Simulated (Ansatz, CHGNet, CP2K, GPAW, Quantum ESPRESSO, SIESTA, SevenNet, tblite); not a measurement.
## Quantum ESPRESSO on generalised stacking fault on (111) (glide set) of a Ge-Sn solid solution (48 atoms): settings against a plane-wave reference

Wanted: Quantum ESPRESSO inputs and outputs for generalised stacking fault on (111) (glide set) of a Ge-Sn solid solution (48 atoms), checked against a plane-wave reference.

Method: the method is named at each step, in Quantum ESPRESSO 7.5.

### Step 1. The structure

The cell holds 48 atoms: 34 Ge and 14 Sn. Cell: a = 8.334 Å, b = 7.218 Å, c = 20.806 Å, α = 90.0°, β = 80.4°, γ = 90.0°. Diamond-structure Ge lattice (a = 5.8932 Å, the value set for the mixture), cell with z along [111], 2 x 1 x 2 periods; the third cell vector is tilted by 0.833 of 1/2[1-10] and lengthened by 0.1 Å, so the cell holds one fault (glide set); displaced by a Gaussian of 0.01 Å; 14 of 48 Ge sites given to Sn at random (lattice constant by Vegard's rule between Ge and Sn). Then every atom was moved at random, 0.05 Å r.m.s. a Cartesian component. The structure's axis is c.

The yardstick, on the same geometry:

* method: Kohn-Sham DFT, PBE, PAW, plane waves (Ansatz 0.2.0); cutoff 420 eV, Γ point, fermi-dirac smearing of 0.05 eV; PAW set soft_2
* r.m.s. force component: 2.273 eV/Å
* longest force: 12.79 eV/Å
* pressure: 10.2 GPa
* SCF cycles: 11
* time: 28 s on 4 threads of Arm Neoverse V1, shared host
* CPU time: 1.7 min

### Step 2. PBE, sssp-1.3.0-efficiency, 45/360 Ry

Method: Kohn-Sham DFT, PBE, SSSP efficiency 1.3.0 pseudopotentials, plane waves.

pw.in

```
&control
  calculation = 'scf'
  pseudo_dir = './pseudo'
  outdir = './tmp'
  disk_io = 'none'
  tprnfor = .true.
  tstress = .true.
/
&system
  ibrav = 0
  nat = 48
  ntyp = 2
  ecutwfc = 45
  ecutrho = 360
  nosym = .true.
  occupations = 'smearing'
  smearing = 'fd'
  degauss = 0.003675
/
&electrons
  conv_thr = 2.4e-07
  electron_maxstep = 100
  mixing_beta = 0.2
  mixing_mode = 'local-TF'
  diagonalization = 'david'
/
ATOMIC_SPECIES
Ge 72.630 Ge.upf
Sn 118.710 Sn.upf
CELL_PARAMETERS angstrom
8.33424 0.00000 0.00000
0.00000 7.21767 0.00000
3.47263 0.00000 20.51464
ATOMIC_POSITIONS crystal
Ge 0.73381 0.49928 0.02405
Sn 0.68855 0.50612 0.14522
Sn 0.68236 0.83271 0.19011
Ge 0.63211 0.82591 0.30803
Sn 0.22693 0.50378 0.02107
Ge 0.20124 0.50117 0.14562
Ge 0.16846 0.82764 0.18220
Ge 0.12496 0.85198 0.31259
Ge 0.49122 0.00574 0.01817
Ge 0.42704 0.98962 0.14903
Sn 0.42291 0.32992 0.18758
Ge 0.38120 0.32472 0.30938
Sn 0.33616 0.66377 0.35208
Sn 0.30267 0.66681 0.47564
Ge 0.59527 0.17472 0.35341
Ge 0.54951 0.17088 0.47500
Ge 0.53019 0.49509 0.51905
Ge 0.48521 0.50309 0.64501
Ge 0.46098 0.84752 0.68778
Ge 0.40373 0.81573 0.81137
Ge 0.99226 0.00365 0.02221
Sn 0.94327 0.98983 0.14394
Ge 0.92274 0.33447 0.18577
Ge 0.87886 0.33899 0.31022
Ge 0.85339 0.65954 0.35356
Ge 0.80227 0.66727 0.47523
Sn 0.10276 0.16110 0.34888
Ge 0.05177 0.15495 0.47554
Ge 0.03876 0.50125 0.51411
Ge 0.97841 0.50043 0.64028
Ge 0.96529 0.82939 0.68458
Ge 0.90665 0.83746 0.81053
Ge 0.28436 0.99334 0.51749
Ge 0.23579 0.00525 0.64156
Ge 0.21540 0.34059 0.68790
Ge 0.16191 0.34191 0.80860
Ge 0.14498 0.66998 0.84756
Ge 0.08540 0.67994 0.97515
Sn 0.40105 0.16384 0.84731
Sn 0.33672 0.16281 0.97294
Sn 0.78719 0.99796 0.51828
Sn 0.73576 0.98871 0.64378
Sn 0.71602 0.33765 0.68300
Ge 0.66591 0.33267 0.80470
Sn 0.64390 0.66462 0.84492
Ge 0.58911 0.66740 0.97509
Ge 0.88735 0.17826 0.85377
Ge 0.84341 0.17054 0.97057
K_POINTS gamma
```

The run is started by

```
$ OMP_NUM_THREADS=1 mpirun -np 4 pw.x -in pw.in > output.txt
```

Log:

```text
Program PWSCF
     gamma-point specific algorithms are used
     one sub-group per band group will be used
     scalapack distributed-memory algorithm (size of sub-group:  2*  2 procs)
     Parallelization info
     sticks:   dense  smooth     PW     G-vecs:    dense   smooth      PW
     Min        1537     771    192               240177    84905   10618
     Max        1540     774    194               240196    84912   10624
     Sum        6153    3089    773               960731   339633   42485
     bravais-lattice index     =            0
     lattice parameter (alat)  =      15.7494  a.u.
     unit-cell volume          =    8327.6704 (a.u.)^3
     number of atoms/cell      =           48
     number of atomic types    =            2
     number of electrons       =       672.00
     number of Kohn-Sham states=          403
     kinetic-energy cutoff     =      45.0000  Ry
     charge density cutoff     =     360.0000  Ry
     scf convergence threshold =      2.4E-07
     mixing beta               =       0.2000
     number of iterations used =            8  local-TF  mixing
     Exchange-correlation= SLA  PW   PBE  PBE
                           (   1   4   3   4   0   0   0)
     crystal axes: (cart. coord. in units of alat)
               a(1) = (   1.000000   0.000000   0.000000 )
               a(2) = (   0.000000   0.866026   0.000000 )
               a(3) = (   0.416670   0.000000   2.461489 )
     reciprocal axes: (cart. coord. in units 2 pi/alat)
               b(1) = (  1.000000  0.000000 -0.169276 )
               b(2) = (  0.000000  1.154700  0.000000 )
               b(3) = (  0.000000  0.000000  0.406258 )
     PseudoPot. # 1 for Ge:
     Pseudo is Ultrasoft + core correction, Zval = 14.0
     PseudoPot. # 2 for Sn:
     Pseudo is Ultrasoft + core correction, Zval = 14.0
     atomic species   valence    mass     pseudopotential
     Ge               14.00    72.63000     Ge( 1.00)
     Sn               14.00   118.71000     Sn( 1.00)
     No symmetry found
   Cartesian axes
     number of k points=     1  Fermi-Dirac smearing, width (Ry)=  0.0037
                       cart. coord. in units 2pi/alat
        k(    1) = (   0.0000000   0.0000000   0.0000000), wk =   2.0000000
     Dense  grid:   480366 G-vectors     FFT dimensions: (  96,  90, 240)
     Smooth grid:   169817 G-vectors     FFT dimensions: (  72,  60, 180)
     Initial potential from superposition of free atoms
     starting charge     657.9697, renormalised to     672.0000
     Starting wfcs are  432 randomized atomic wfcs
     Self-consistent Calculation
     iteration #  1     ecut=    45.00 Ry     beta= 0.20
     total energy              =   -9560.77513656 Ry
     estimated scf accuracy    <     553.91316058 Ry
     iteration #  2     ecut=    45.00 Ry     beta= 0.20
     negative rho (up, down):  8.564E-06 0.000E+00
     total energy              =   -9527.20350293 Ry
     estimated scf accuracy    <     424.08243872 Ry
     iteration #  3     ecut=    45.00 Ry     beta= 0.20
     total energy              =   -9547.12784648 Ry
     estimated scf accuracy    <      20.06299416 Ry
     iteration #  4     ecut=    45.00 Ry     beta= 0.20
     total energy              =   -9547.36620383 Ry
     estimated scf accuracy    <       1.96461042 Ry
     iteration #  5     ecut=    45.00 Ry     beta= 0.20
     total energy              =   -9547.22822017 Ry
     estimated scf accuracy    <       1.84454683 Ry
     iteration #  6     ecut=    45.00 Ry     beta= 0.20
     total energy              =   -9547.28832571 Ry
     estimated scf accuracy    <       0.38160398 Ry
[...]
total energy              =   -9547.29876936 Ry
[...]
iteration # 14     ecut=    45.00 Ry     beta= 0.20
     total energy              =   -9547.29876964 Ry
     estimated scf accuracy    <       0.00000166 Ry
     iteration # 15     ecut=    45.00 Ry     beta= 0.20
     total energy              =   -9547.29876978 Ry
     estimated scf accuracy    <       0.00000039 Ry
     iteration # 16     ecut=    45.00 Ry     beta= 0.20
     End of self-consistent calculation
          k = 0.0000 0.0000 0.0000 ( 21243 PWs)   bands (ev):
   -16.9190 -16.9002 -16.8394 -16.8089 -16.6879 -16.6696 -16.6460 -16.6223
   -16.6094 -16.5850 -16.5805 -16.5722 -16.5471 -16.5403 -16.5289 -16.5034
   -16.4969 -16.4902 -16.4768 -16.4738 -16.4550 -16.4541 -16.4467 -16.4431
   -16.4364 -16.4236 -16.4091 -16.4009 -16.3980 -16.3778 -16.3704 -16.3520
   -16.3486 -16.3462 -16.3449 -16.3423 -16.3369 -16.3285 -16.3234 -16.3212
   -16.3137 -16.3110 -16.3094 -16.3025 -16.2983 -16.2920 -16.2913 -16.2895
[...]
11.8821  11.9078  11.9383  11.9689  12.0460  12.0958  12.1495  12.1784
    12.2507  12.2724  12.3211  12.3709  12.4408  12.4911  12.5675  12.6060
    12.6188  12.8742  12.9200  13.0216  13.0752  13.1062  13.1140  13.1640
    13.2613  13.3302  13.4241
     the Fermi energy is     8.4235 ev
!    total energy              =   -9547.29877000 Ry
     estimated scf accuracy    <       0.00000005 Ry
     smearing contrib. (-TS)   =      -0.01757081 Ry
     internal energy E=F+TS    =   -9547.28119919 Ry
     The total energy is F=E-TS. E is the sum of the following terms:
     one-electron contribution =   -5897.58354093 Ry
     hartree contribution      =    3516.90061104 Ry
     xc contribution           =   -2649.69520299 Ry
     ewald contribution        =   -4516.90306630 Ry
     convergence has been achieved in  16 iterations
     Forces acting on atoms (cartesian axes, Ry/au):
     atom    1 type  1   force =     0.16451799   -0.12866918    0.02925917
     atom    2 type  2   force =     0.05277233   -0.04509632   -0.03428726
     atom    3 type  2   force =    -0.12192869    0.03126763    0.01258772
     atom    4 type  1   force =    -0.00364372    0.03248131    0.09517969
     atom    5 type  2   force =     0.28597193   -0.22135294    0.17470370
     atom    6 type  1   force =    -0.06707204    0.02537445    0.00330100
[...]
atom   46 type  1   force =    -0.16195458    0.13411072   -0.08214685
     atom   47 type  1   force =     0.01843676   -0.01132633   -0.03380081
     atom   48 type  1   force =    -0.15262846    0.09944405   -0.04510569
     Total force =     1.062783     Total SCF correction =     0.001062
     Computing stress (Cartesian axis) and pressure
          total   stress  (Ry/bohr**3)                   (kbar)     P=      100.47
   0.00122727  -0.00026992   0.00019009          180.54      -39.71       27.96
  -0.00026992   0.00031162  -0.00022840          -39.71       45.84      -33.60
   0.00019009  -0.00022840   0.00050999           27.96      -33.60       75.02
     Message from routine punch:
     Nothing written, as per user request (disk_io='none')
```

Run time: 3.1 min. Hardware: 4 MPI ranks of Arm Neoverse V1, shared host; peak memory 3 GiB; 12 min of CPU time.

Banners, paths, timers and routine set-up lines are dropped from the logs unmarked, and long logs keep their key lines alone; longer cuts are marked.

Numbers from this run, and their distance from the reference:

* r.m.s. force component: 2.277 eV/Å
* r.m.s. difference of force components: 7.69 meV/Å
* longest difference of force vectors: 33.31 meV/Å
* force difference over r.m.s. force: 0.3383 %
* slope of forces against the reference's: 1.002
* correlation of force components: 1
* pressure: 10.05 GPa
* pressure difference: -0.153 GPa

Length of the force difference by element (eV/Å):

```
element  atoms    mean   most
     Ge     34  0.0096  0.033
     Sn     14   0.011  0.028
```

A closer look about Ge9, which bears the longest force: 9 atoms, nearest first, numbered in the order of the input, with positions taken from that point.

```csv
atom,x,y,z,distance (Å),bonds,Fx,Fy,Fz (eV/Å)
Ge9,0.00,0.00,0.00,0.00,3,9.04,-6.90,5.93
Sn40,-1.44,1.13,-0.93,2.06,3,-8.31,5.47,-3.11
Ge46,0.67,-2.44,-0.88,2.68,3,-4.16,3.45,-2.11
Ge10,-0.08,-0.12,2.68,2.69,4,0.44,-0.21,-1.37
Ge48,2.77,1.19,-0.98,3.17,3,-3.92,2.56,-1.16
Sn39,-1.34,1.14,-3.51,3.92,4,-0.52,-0.27,-1.53
Ge1,2.04,3.56,0.12,4.11,3,4.23,-3.31,0.75
Ge21,-4.14,-0.02,0.08,4.15,3,3.35,-2.56,0.41
Ge7,-2.12,-1.29,3.37,4.18,4,1.34,-1.06,1.55
```

Forces lie 0.34 % from the reference's, at 7.1 times its CPU time.

### Step 3. Results

```
force difference from the reference : QE PBE, sssp-1.3.0-efficiency, 45/360 Ry, 0.34 %
its CPU time                        : 12 min
```

In words: PBE on plane waves or a grid with other potentials, cutoffs or grids differs from the reference by 0.34 % (QE PBE, sssp-1.3.0-efficiency, 45/360 Ry) of the r.m.s. force; this holds the reference's own error, so differences of a few per cent don't tell which side is nearer the exact PBE result (QE's 45 Ry are 612 eV, against the reference's 420 eV). The reference's stress is far from hydrostatic: its diagonal is 18.2, 4.7, 7.7 GPa, compression counted positive. The host structure and its lattice constant were typed by rule, without a check against the phase diagram. The reference's pressure of 10 GPa belongs to a cell and atoms that aren't relaxed at this level. The electronic-structure runs sample only Γ, in a cell whose shortest periodic width is 7 Å, which is coarse for a cell with partly filled levels.

[Also dropped from logs without a mark: logging warnings of Python, and SIESTA's first energy breakdown and zero terms.]

[Logs are printed without paths, hosts, clocks, repeated set-up lines and the standing remarks that a program may print on its own settings, such as how far it seeks lower states.]

[Hosts, paths, dates, database ids (printed as entryN), source tags and the programs' standing remarks are cut or masked in the printed files.]
